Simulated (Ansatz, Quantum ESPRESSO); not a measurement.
# Lattice dynamics of SrBe (Pm-3m) in two programs

How does SrBe (Pm-3m) vibrate, and is this structure a minimum?

Program: Quantum ESPRESSO 7.5. Level of theory: DFT LDA, scalar-relativistic, plane waves, GBRV ultrasoft pseudopotentials. Results are calculated unless marked as measured.

Report form: the programs' logs are mostly left out.

The structure was built from a prototype and need not be the compound's stable phase.

### 1. Starting point

The structure is cubic, space group Pm-3m (No. 221). The conventional cell has a = 3.912 Å, b = 3.912 Å, c = 3.912 Å, α = 90.00°, β = 90.00°, γ = 90.00°. Be has 8 Sr at 3.39 Å nearest. Nearest to Sr lie 8 Be at 3.39 Å. Farther neighbours are not listed.

### 2. A first look

A cheap run with smearing and empty bands tells whether the crystal has a gap, which decides between fixed occupations and smearing later on.

Contents of probe.in:

```
&control
   calculation = 'scf'
   prefix = 'x'
   outdir = './tmp'
   pseudo_dir = './pseudo'
   tprnfor = .true.
   tstress = .true.
   verbosity = 'high'
/
&system
   ibrav = 1
   celldm(1) = 7.39185749
   nat = 2
   ntyp = 2
   ecutwfc = 45.0
   ecutrho = 270.0
   occupations = 'smearing'
   smearing = 'gaussian'
   degauss = 0.01
/
&electrons
   conv_thr = 1.0d-07
   mixing_beta = 0.7
   electron_maxstep = 100
/
ATOMIC_SPECIES
 Be      9.0122  Be.upf
 Sr     87.6200  Sr.upf
ATOMIC_POSITIONS crystal
 Be     0.000000000   0.000000000   0.000000000
 Sr     0.500000000   0.500000000   0.500000000
K_POINTS automatic
 6 6 6 0 0 0
```

Launch:

```
$ OMP_NUM_THREADS=1 mpirun -n 4 pw.x -nk 4 -in probe.in > probe.out
```

Elapsed: 2.7 s, on 4 MPI ranks of Arm Neoverse V1, shared host.

This step gave:

```yaml
volume_per_atom: 29.93 Å³
pressure: -4.913 GPa
gap_on_the_k_mesh: 0 eV
```

No gap opens on this mesh, so smearing is kept; the start stands at -4.9 GPa.

### 3. Relaxation

Frequencies change by per cents with a per cent of volume, so the structure is first brought to rest at this level of theory.

Contents of relax.in:

```
&control
   calculation = 'vc-relax'
   prefix = 'x'
   outdir = './tmp'
   pseudo_dir = './pseudo'
   tprnfor = .true.
   tstress = .true.
   forc_conv_thr = 2.0d-05
   etot_conv_thr = 1.0d-07
   nstep = 40
/
&system
   ibrav = 1
   celldm(1) = 7.39185749
   nat = 2
   ntyp = 2
   ecutwfc = 45.0
   ecutrho = 270.0
   occupations = 'smearing'
   smearing = 'gaussian'
   degauss = 0.02
/
&electrons
   conv_thr = 1.0d-11
   mixing_beta = 0.7
   electron_maxstep = 100
/
&ions
/
&cell
   press_conv_thr = 0.2
/
ATOMIC_SPECIES
 Be      9.0122  Be.upf
 Sr     87.6200  Sr.upf
ATOMIC_POSITIONS crystal
 Be     0.000000000   0.000000000   0.000000000
 Sr     0.500000000   0.500000000   0.500000000
K_POINTS automatic
 8 8 8 0 0 0
```

Launch:

```
$ OMP_NUM_THREADS=1 mpirun -n 4 pw.x -nk 4 -in relax.in > relax.out
```

Wall time 23 s (4 MPI ranks).

The steps of the relaxation:

| step | energy less that of the first step (eV) | largest force (eV/Å) | pressure (GPa) | volume (Å³) |
| --- | --- | --- | --- | --- |
| 1 | 0.0000 | 0.0000 | -4.82 | 59.85 |
| 2 | -0.0422 | 0.0000 | -4.45 | 58.39 |
| 3 | -0.0974 | 0.0000 | -3.80 | 56.25 |
| 4 | -0.1600 | 0.0000 | -2.59 | 53.13 |
| 5 | -0.1999 | 0.0000 | -0.13 | 48.68 |
| 6 | -0.2000 | 0.0000 | 0.02 | 48.47 |
| 7 | -0.2000 | 0.0000 | 0.00 | 48.49 |
| 8 | -0.1996 | 0.0000 | -0.02 | 48.49 |

| conventional cell, symmetrised | before | after | change |
| --- | --- | --- | --- |
| a (Å) | 3.912 | 3.647 | -6.8 % |
| b (Å) | 3.912 | 3.647 | -6.8 % |
| c (Å) | 3.912 | 3.647 | -6.8 % |
| volume (Å³/atom) | 29.93 | 24.25 | -19.0 % |

The relaxed structure:

```xyz
2
Lattice="3.6467 0.0000 0.0000 0.0000 3.6467 0.0000 0.0000 0.0000 3.6467" Properties=species:S:1:pos:R:3 pbc="T T T"
Be    0.0000    0.0000    0.0000
Sr    1.8233    1.8233    1.8233
```

The last row of the table of steps is pw.x's closing run on a basis chosen anew for the final cell, so its energy can jump.

This step gave:

```yaml
volume_per_atom: 24.25 Å³
pressure: -0.018 GPa
```

The volume changes by -19.0 % from the cell with which this run began.

### 4. Ground state

The response is built on this ground state, so it is converged far tighter than an energy would need. Smearing stays on, as the first look found no gap above 0.3 eV.

Contents of scf.in:

```
&control
   calculation = 'scf'
   prefix = 'x'
   outdir = './tmp'
   pseudo_dir = './pseudo'
   tprnfor = .true.
   tstress = .true.
/
&system
   ibrav = 1
   celldm(1) = 6.89117817
   nat = 2
   ntyp = 2
   ecutwfc = 45.0
   ecutrho = 270.0
   occupations = 'smearing'
   smearing = 'gaussian'
   degauss = 0.02
/
&electrons
   conv_thr = 1.0d-12
   mixing_beta = 0.7
   electron_maxstep = 100
/
ATOMIC_SPECIES
 Be      9.0122  Be.upf
 Sr     87.6200  Sr.upf
ATOMIC_POSITIONS crystal
 Be     0.000000000   0.000000000   0.000000000
 Sr     0.500000000   0.500000000   0.500000000
K_POINTS automatic
 8 8 8 0 0 0
```

Launch:

```
$ OMP_NUM_THREADS=1 mpirun -n 4 pw.x -nk 4 -in scf.in > scf.out
```

It took 4.7 s on 4 MPI ranks; 18 s of CPU time.

The cell stands at -0.018 GPa, close enough for phonons.

### 5. Phonons on a q mesh

Linear response treats each wavevector in the unit cell, with no supercell; the 2×2×2 mesh fixes the range of the force constants to be had.

Contents of ph.in:

```
phonons
&inputph
   prefix = 'x'
   outdir = './tmp'
   fildyn = 'x.dyn'
   tr2_ph = 1.0d-18
   alpha_mix(1) = 0.4
   nmix_ph = 8
   ldisp = .true.
   nq1 = 2
   nq2 = 2
   nq3 = 2
/
```

Launch:

```
$ OMP_NUM_THREADS=1 mpirun -n 4 ph.x -nk 4 -in ph.in > ph.out
```

It took 4.8 min on 4 MPI ranks; 19 min of CPU time.

Read from the output:

* largest acoustic frequency at the zone centre before the sum rule: -7.64 cm⁻¹
* highest optical zone-centre mode (no LO-TO term): 304.3 cm⁻¹
* lowest optical zone-centre mode: 304.3 cm⁻¹
* lowest mode on the q mesh (acoustic ones at the zone centre apart): -56.11 cm⁻¹

Frequencies (cm⁻¹) at each irreducible wavevector; negative means imaginary. Frequencies by wavevector:

| q (fractions) | star | mode 1 | mode 2 | mode 3 | mode 4 | mode 5 | mode 6 |
| --- | --- | --- | --- | --- | --- | --- | --- |
| 0 0 0 | 1 | -7.64 | -7.64 | -7.64 | 304.3 | 304.3 | 304.3 |
| 0 0 -0.5 | 3 | 94.29 | 94.29 | 126.4 | 152.3 | 304.3 | 304.3 |
| 0 -0.5 -0.5 | 3 | -56.11 | -56.11 | 83.51 | 166.5 | 166.5 | 316.5 |
| -0.5 -0.5 -0.5 | 1 | 110.8 | 110.8 | 110.8 | 135.6 | 135.6 | 135.6 |

The acoustic modes at Γ come out as far as 7.6 cm⁻¹ from zero, where they should vanish, a small numerical error.

### 6. Force constants in real space

The dynamical matrices of the mesh are Fourier-transformed to force constants in real space.

Contents of q2r.in:

```
&input
   fildyn = 'x.dyn'
   zasr = 'crystal'
   flfrc = 'x.fc'
/
```

Launch:

```
$ q2r.x < q2r.in > q2r.out
```

Wall time 0.45 s (1 thread).

### 7. Dispersion

From the force constants any wavevector is cheap; points of the mesh come back as solved, but for the sum rule and, in polar crystals, the LO-TO term at Γ; the rest is interpolation.

Contents of matdyn.in:

```
&input
   asr = 'crystal'
   flfrc = 'x.fc'
   flfrq = 'x.freq'
   flvec = 'x.modes'
   q_in_band_form = .true.
   q_in_cryst_coord = .true.
/
8
  0.0000000   0.0000000   0.0000000  12  ! GAMMA
  0.0000000   0.5000000   0.0000000  12  ! X
  0.5000000   0.5000000   0.0000000  12  ! M
  0.0000000   0.0000000   0.0000000  12  ! GAMMA
  0.5000000   0.5000000   0.5000000  12  ! R
  0.0000000   0.5000000   0.0000000   1  ! X
  0.5000000   0.5000000   0.5000000  12  ! R
  0.5000000   0.5000000   0.0000000   1  ! M
```

Launch:

```
$ matdyn.x -in matdyn.in > matdyn.out
```

Run time: 0.46 s. Hardware: 1 thread.

This step gave:

```yaml
lowest_frequency_on_the_path: -56.11 cm⁻¹
```

Matdyn.x, sum rule crystal. Phonon branches along the path, in cm⁻¹:

| point | branch 1 | branch 2 | branch 3 | branch 4 | branch 5 | branch 6 |
| --- | --- | --- | --- | --- | --- | --- |
| Γ | 0 | 0 | 0 | 304 | 304 | 304 |
| halfway | 67 | 67 | 70 | 247 | 304 | 304 |
| X | 94 | 94 | 126 | 152 | 304 | 304 |
| halfway | 56 | 89 | 112 | 159 | 233 | 310 |
| M | -56 | -56 | 84 | 166 | 166 | 316 |
| halfway | 56 | 79 | 106 | 231 | 248 | 307 |
| Γ | 0 | 0 | 0 | 304 | 304 | 304 |
| halfway | 86 | 86 | 110 | 230 | 241 | 241 |
| R | 111 | 111 | 111 | 136 | 136 | 136 |
| halfway | 47 | 111 | 115 | 154 | 232 | 238 |
| X | 94 | 94 | 126 | 152 | 304 | 304 |
| jump to R | 111 | 111 | 111 | 136 | 136 | 136 |
| halfway | 52 | 52 | 113 | 158 | 158 | 237 |
| M | -56 | -56 | 84 | 166 | 166 | 316 |

Lowest modes at the softest wavevector of the mesh; phase exp(i q.(R + tau)). Modes at q = (0.000, 0.500, 0.500), with each element's share of the kinetic energy (negative means imaginary):

| mode | frequency (cm⁻¹) | Be % | Sr % |
| --- | --- | --- | --- |
| 1 | -56.1 | 58 | 42 |
| 2 | -56.1 | 58 | 42 |
| 3 | 83.5 | 0 | 100 |
| 4 | 166.5 | 42 | 58 |
| 5 | 166.5 | 42 | 58 |
| 6 | 316.5 | 100 | 0 |

Displacements in mode 1 (-56.1 cm⁻¹), the largest set to 1, in the home cell:
```
Be1 0.00 1.00 0.00
Sr2 0.00 0.00 0.27
```

Displacements in mode 5 (166.5 cm⁻¹), the largest set to 1, in the home cell:
```
Be1  0.00  1.00  0.00
Sr2  0.00  0.00 -0.38
```

Force constants by pair (phonopy on the run's constants); pairs near half the supercell's span include their periodic images. Pair force constants, by row:

| atom | neighbour | distance (Å) | third of the trace (eV/Å²) | along the pair's line (eV/Å²) |
| --- | --- | --- | --- | --- |
| Be1 | itself | 0 | 1.758 | – |
| Be1 | Sr | 3.158 | -0.3483 | -0.7415 |
| Be1 | Be | 3.647 | 0.4201 | 1.303 |
| Be1 | Be | 5.157 | -0.0537 | -0.1119 |
| Be1 | Be | 6.316 | -0.0706 | -0.0706 |
| Sr2 | itself | 0 | 3.928 | – |
| Sr2 | Be | 3.158 | -0.3483 | -0.7415 |
| Sr2 | Sr | 3.647 | -0.4319 | -1.237 |
| Sr2 | Sr | 5.157 | 0.1421 | 0.1642 |
| Sr2 | Sr | 6.316 | -0.2715 | -0.2715 |

Mode patterns, pair constants, displacements and means over the zone were worked out by phonopy from the force constants of q2r.x.

The path dips to 56i cm⁻¹.

### 8. Sums over the zone

Sums over the zone need many more wavevectors than were solved, so the interpolation is sampled on a dense mesh.

Contents of matdyn.in:

```
&input
   asr = 'crystal'
   flfrc = 'x.fc'
   dos = .true.
   fldos = 'x.dos'
   nk1 = 12
   nk2 = 12
   nk3 = 12
   deltaE = 1.0
/
```

Launch:

```
$ matdyn.x -in matdyn.in > matdyn.out
```

Wall time 2 s (1 thread).

This step gave:

| Item | Value |
| --- | --- |
| share of modes beyond 3i cm⁻¹ on the dense interpolated mesh | 0.0082 |

The phonon density of states has structure finer than the step of the table below, so its rows give means over 10 cm⁻¹, whole bins alone (the curve runs from -56.1 to 316 cm⁻¹). Peaks (cm⁻¹: height): total 65.9: 0.0381, 87.9: 0.0557, 113.9: 0.0745, 165.9: 0.0500, 303.9: 0.0510; Be 61.9: 0.00861, 165.9: 0.0295, 303.9: 0.0495; Sr 87.9: 0.0515, 113.9: 0.0718, 165.9: 0.0206.

Tetrahedra. The phonon density of states by wavenumber; means over each step; values in 1/cm⁻¹/cell:

| wavenumber (cm⁻¹) | total | Be | Sr |
| --- | --- | --- | --- |
| -50 | 4.1e-4 | 2.4e-4 | 1.8e-4 |
| -40 | 8.4e-4 | 4.7e-4 | 3.7e-4 |
| -30 | 9.0e-4 | 4.9e-4 | 4.1e-4 |
| -20 | 0.00107 | 5.7e-4 | 5.0e-4 |
| -10 | 0.00126 | 6.6e-4 | 6.0e-4 |
| 0 | 0.00148 | 7.6e-4 | 7.3e-4 |
| 10 | 0.00191 | 9.2e-4 | 9.9e-4 |
| 20 | 0.00273 | 0.00118 | 0.00155 |
| 30 | 0.00490 | 0.00166 | 0.00324 |
| 40 | 0.00876 | 0.00257 | 0.00620 |
| 50 | 0.0171 | 0.00473 | 0.0124 |
| 60 | 0.0340 | 0.00803 | 0.0260 |
| 70 | 0.0331 | 0.00680 | 0.0263 |
| 80 | 0.0301 | 0.00454 | 0.0256 |
| 90 | 0.0516 | 0.00415 | 0.0474 |
| 100 | 0.0374 | 0.00394 | 0.0334 |
| 110 | 0.0467 | 0.00296 | 0.0437 |
| 120 | 0.0221 | 8.8e-4 | 0.0212 |
| 130 | 0.00198 | 1.4e-4 | 0.00183 |
| 140 | 0.00173 | 9.8e-4 | 7.5e-4 |
| 150 | 0.00592 | 0.00286 | 0.00306 |
| 160 | 0.0321 | 0.0187 | 0.0134 |
| 170 | 0.0257 | 0.0165 | 0.00918 |
| 180 | 0.0158 | 0.0118 | 0.00399 |
| 190 | 0.0162 | 0.0132 | 0.00304 |
| 200 | 0.0127 | 0.0107 | 0.00208 |
| 210 | 0.0114 | 0.00985 | 0.00155 |
| 220 | 0.0114 | 0.0101 | 0.00129 |
| 230 | 0.0120 | 0.0110 | 0.00104 |
| 240 | 0.0142 | 0.0131 | 0.00103 |
| 250 | 0.0127 | 0.0118 | 8.3e-4 |
| 260 | 0.0127 | 0.0120 | 7.1e-4 |
| 270 | 0.0153 | 0.0146 | 6.7e-4 |
| 280 | 0.0195 | 0.0187 | 8.0e-4 |
| 290 | 0.0194 | 0.0187 | 6.4e-4 |
| 300 | 0.0419 | 0.0406 | 0.00129 |
| 310 | 0.0178 | 0.0177 | 1.8e-4 |

### 9. Modes with the sum rule

A rigid shift of the crystal must cost nothing, but grids and finite bases break this; the acoustic sum rule is imposed before the matrix is diagonalised again.

Contents of dynmat.in:

```
&input
   fildyn = 'x.dyn1'
   asr = 'simple'
   fileig = 'dynmat.eig'
/
```

Launch:

```
$ dynmat.x -in dynmat.in > dynmat.out
```

Wall time 0.45 s (1 thread).

Numbers from this step:

```
highest optical zone-centre mode (no LO-TO term) : 304.8 cm⁻¹
lowest optical zone-centre mode                  : 304.8 cm⁻¹
```

Unit eigenvectors of the mass-weighted matrix after the sum rule; no LO-TO term. Modes at Γ, with each element's share of the kinetic energy:

| mode | frequency (cm⁻¹) | symmetry | Be % | Sr % |
| --- | --- | --- | --- | --- |
| 1 | 0.0 | acoustic | 9 | 91 |
| 2 | 0.0 | acoustic | 9 | 91 |
| 3 | 0.0 | acoustic | 9 | 91 |
| 4 | 304.8 | T1u | 91 | 9 |
| 5 | 304.8 | T1u | 91 | 9 |
| 6 | 304.8 | T1u | 91 | 9 |

Displacements in mode 6 (304.8 cm⁻¹), the largest set to 1:
```
Be1  0.00  1.00  0.00
Sr2  0.00 -0.10  0.00
```

The rule also moves an optical mode by 0.5 cm⁻¹.

### 10. Sum rules set otherwise (asr crystal)

The rule can be imposed in more than one way; the choices should agree where the raw error is small.

Contents of dynmat.in:

```
&input
   fildyn = 'x.dyn1'
   asr = 'crystal'
   fileig = 'dynmat.eig'
/
```

Launch:

```
$ dynmat.x -in dynmat.in > dynmat.out
```

Elapsed: 0.45 s, on 1 thread.

This step gave:

* highest optical zone-centre mode (no LO-TO term): 304.5 cm⁻¹
* lowest optical zone-centre mode: 304.5 cm⁻¹

Zone-centre frequencies as printed; negative means imaginary. Modes:

| mode | frequency (cm⁻¹) |
| --- | --- |
| 1 | 0 |
| 2 | 0 |
| 3 | 0 |
| 4 | 304.5 |
| 5 | 304.5 |
| 6 | 304.5 |

Against the first rule no mode moves by more than 0.3 cm⁻¹.

### 11. Sum rules set otherwise: a sum rule for molecules or wires on a crystal

This rule also removes rotations, which suits molecules and not a crystal; it is tried to see the harm.

Contents of dynmat.in:

```
&input
   fildyn = 'x.dyn1'
   asr = 'zero-dim'
   fileig = 'dynmat.eig'
/
```

Launch:

```
$ dynmat.x -in dynmat.in > dynmat.out
```

Wall time 0.45 s (1 thread).

The program raised no error, yet the settings are not those of a careful run.

The fault: a sum rule for molecules or wires on a crystal; 2 optical modes are projected out to zero frequency, as if they were rotations.

For a crystal the rule has to be 'simple' or 'crystal'.

Zone-centre frequencies as printed; negative means imaginary. Modes:

| mode | frequency (cm⁻¹) |
| --- | --- |
| 1 | 0 |
| 2 | 0 |
| 3 | 0 |
| 4 | 0 |
| 5 | 0 |
| 6 | 304.5 |

### 12. The dispersion under another sum rule (asr no)

The sum rule corrects the force constants themselves, so it can shift branches at any wavevector, low ones most.

Contents of matdyn.in:

```
&input
   asr = 'no'
   flfrc = 'x.fc'
   flfrq = 'x.freq'
   flvec = 'x.modes'
   q_in_band_form = .true.
   q_in_cryst_coord = .true.
/
8
  0.0000000   0.0000000   0.0000000   8  ! GAMMA
  0.0000000   0.5000000   0.0000000   8  ! X
  0.5000000   0.5000000   0.0000000   8  ! M
  0.0000000   0.0000000   0.0000000   8  ! GAMMA
  0.5000000   0.5000000   0.5000000   8  ! R
  0.0000000   0.5000000   0.0000000   1  ! X
  0.5000000   0.5000000   0.5000000   8  ! R
  0.5000000   0.5000000   0.0000000   1  ! M
```

Launch:

```
$ matdyn.x -in matdyn.in > matdyn.out
```

Elapsed: 0.46 s, on 1 thread.

At the labelled points the branches move by no more than 7.7 cm⁻¹.

### 13. A changed mass

Force constants don't depend on the masses, so an isotope effect costs no new response.

Contents of matdyn.in:

```
&input
   asr = 'crystal'
   flfrc = 'x.fc'
   flfrq = 'x.freq'
   flvec = 'x.modes'
   q_in_band_form = .true.
   q_in_cryst_coord = .true.
   amass(1) = 18.024
   amass(2) = 87.62
/
8
  0.0000000   0.0000000   0.0000000   8  ! GAMMA
  0.0000000   0.5000000   0.0000000   8  ! X
  0.5000000   0.5000000   0.0000000   8  ! M
  0.0000000   0.0000000   0.0000000   8  ! GAMMA
  0.5000000   0.5000000   0.5000000   8  ! R
  0.0000000   0.5000000   0.0000000   1  ! X
  0.5000000   0.5000000   0.5000000   8  ! R
  0.5000000   0.5000000   0.0000000   1  ! M
```

Launch:

```
$ matdyn.x -in matdyn.in > matdyn.out
```

The job ended after 0.46 s (1 thread).

This step gave:

| Item | Value |
| --- | --- |
| lowest frequency on the path | -44.81 cm⁻¹ |

Matdyn.x, sum rule crystal. The phonon branches at the labelled points (cm⁻¹):

| point | branch 1 | branch 2 | branch 3 | branch 4 | branch 5 | branch 6 |
| --- | --- | --- | --- | --- | --- | --- |
| Γ | 0 | 0 | 0 | 225 | 225 | 225 |
| halfway | 65 | 65 | 65 | 187 | 221 | 221 |
| X | 94 | 94 | 108 | 126 | 215 | 215 |
| halfway | 47 | 89 | 107 | 134 | 172 | 220 |
| M | -45 | -45 | 84 | 147 | 147 | 224 |
| halfway | 52 | 78 | 105 | 165 | 189 | 220 |
| Γ | 0 | 0 | 0 | 225 | 225 | 225 |
| halfway | 81 | 81 | 110 | 163 | 179 | 179 |
| R | 78 | 78 | 78 | 136 | 136 | 136 |
| halfway | 39 | 110 | 111 | 133 | 164 | 175 |
| X | 94 | 94 | 108 | 126 | 215 | 215 |
| jump to R | 78 | 78 | 78 | 136 | 136 | 136 |
| halfway | 40 | 40 | 113 | 143 | 143 | 168 |
| M | -45 | -45 | 84 | 147 | 147 | 224 |

The top of the path falls from 316 to 225 cm⁻¹, a ratio of 0.71; a mode of that atom alone would give 0.71.

### 14. Cross-check with Ansatz

The same cell goes through another code, with its own cutoff. It uses its own PAW datasets, so the potentials differ. Its k mesh is centred on Γ.

This step: DFT LDA, scalar-relativistic, plane waves, PAW (Ansatz 0.2.0).

Contents of input.yaml:

```yaml
crystal:
  lattice:
    - [3.6466544432, 0.0, 0.0]
    - [0.0, 3.6466544432, 0.0]
    - [0.0, 0.0, 3.6466544432]
  atoms:
    - { symbol: Be, position: [0.0, 0.0, 0.0] }
    - { symbol: Sr, position: [0.5, 0.5, 0.5] }
kpoints:
  mp_grid: { grid: [8, 8, 8] }
hamiltonian:
  xc: lda
scf:
  occupations: { method: gaussian, width: 0.27211 }
output:
  eigenvalues: true
phonons:
  method: dfpt
  qmesh: [2, 2, 2]
  temperatures: { t_max: 1000, t_step: 50 }
  qpath:
    path:
      - [[0.0, 0.0, 0.0], [0.0, 0.5, 0.0], [0.5, 0.5, 0.0], [0.0, 0.0, 0.0], [0.5, 0.5, 0.5], [0.0, 0.5, 0.0]]
      - [[0.5, 0.5, 0.5], [0.5, 0.5, 0.0]]
    npoints: 12
```

Launch:

```
$ ansatz run input.yaml --threads 4 --pin off --max-ram 8192MiB --backend cpu --events-out ev --progress --plain --runs-dir out
```

It took 14 s on 4 threads; peak memory 0.47 GiB.

Numbers from this step:

```
sum-rule residual before enforcement                               : 1.56e-4 eV/Å²
lowest frequency on the path                                       : -53.63 cm⁻¹
share of modes beyond 3i cm⁻¹ on the dense interpolated mesh       : 0.0095
highest optical zone-centre mode (no LO-TO term)                   : 304.3 cm⁻¹
lowest optical zone-centre mode                                    : 304.3 cm⁻¹
lowest mode on the q mesh (acoustic ones at the zone centre apart) : -53.63 cm⁻¹
```

### 15. The two compared: QE GBRV and Ansatz, PAW

Numbers from this step:

```yaml
root_mean_square_difference: 0.99 cm⁻¹
largest_difference: 2.48 cm⁻¹
root_mean_square_difference_on_the_path: 1.2 cm⁻¹
largest_difference_on_the_path: 10.2 cm⁻¹
```

The 12 of 21 modes that differ most. Frequencies side by side:

| q (reciprocal lattice) | mode | QE GBRV (cm⁻¹) | Ansatz, PAW (cm⁻¹) |
| --- | --- | --- | --- |
| 0 0 0 | 4 | 304.3 | 304.3 |
| 0 0 0 | 5 | 304.3 | 304.3 |
| 0 0 -0.5 | 4 | 152.3 | 153.4 |
| 0 0 -0.5 | 5 | 304.3 | 304.5 |
| 0 0 -0.5 | 6 | 304.3 | 304.5 |
| 0 -0.5 -0.5 | 1 | -56.11 | -53.63 |
| 0 -0.5 -0.5 | 2 | -56.11 | -53.63 |
| 0 -0.5 -0.5 | 4 | 166.5 | 166.7 |
| 0 -0.5 -0.5 | 5 | 166.5 | 166.7 |
| -0.5 -0.5 -0.5 | 1 | 110.8 | 112.3 |
| -0.5 -0.5 -0.5 | 2 | 110.8 | 112.3 |
| -0.5 -0.5 -0.5 | 3 | 110.8 | 112.3 |

At the solved wavevectors the largest difference (acoustic modes at Γ apart) is 0.8 % of the highest mode (on the interpolated path 3 %), but 4 % of the mode at 56i cm⁻¹ on which it sits.

### 16. Summary of results

```
space group after relaxation                                       : Pm-3m
volume per atom                                                    : 24.2 Å³
highest optical zone-centre mode (no LO-TO term)                   : 304.8 cm⁻¹
q mesh                                                             : 2×2×2
lowest mode on the q mesh (acoustic ones at the zone centre apart) : -56.1 cm⁻¹
imaginary modes on the q mesh                                      : yes
largest difference from Ansatz, PAW                                : 2.48 cm⁻¹
```

In words: SrBe (Pm-3m) is unstable: a mode solved on the 2×2×2 mesh is imaginary, 56i cm⁻¹; its spectrum reaches 316 cm⁻¹. At the LDA level the optical modes of SrBe (Pm-3m) at the zone centre lie at 305 cm⁻¹. The most unstable solved mode lies at q = (0, -0.5, -0.5), on the zone boundary, so the distortion that it points to doubles the cell. QE GBRV and Ansatz, PAW differ by 1.0 cm⁻¹ in the root mean square and by 2.5 cm⁻¹ at most, 0.8 % of the highest mode compared (acoustic modes at Γ left out; ph.x's values are those before the sum rule); the two use different potentials, and the cell was not relaxed for the second set. Their interpolated bands part by up to 10 cm⁻¹. These are harmonic frequencies at zero temperature: anharmonic shifts and linewidths and thermal expansion are left out. In a metal the frequencies hang on the k mesh and the smearing, most of all near Kohn anomalies. The LDA runs differ in the fit of the correlation energy, Perdew-Zunger in some and Perdew-Wang in others. The q mesh stands for a supercell only 7.3 Å across, so branches between the solved wavevectors are rough. The structure is a hypothetical one, built on a prototype.

[Host names and launcher messages were left out of these logs when they were recorded.]

[Logs are printed without paths, hosts, clocks, repeated set-up lines and the standing remarks that a program may print on its own settings, such as how far it seeks lower states.]

[Hosts, paths, dates, database ids (printed as entryN), source tags and the programs' standing remarks are cut or masked in the printed files.]
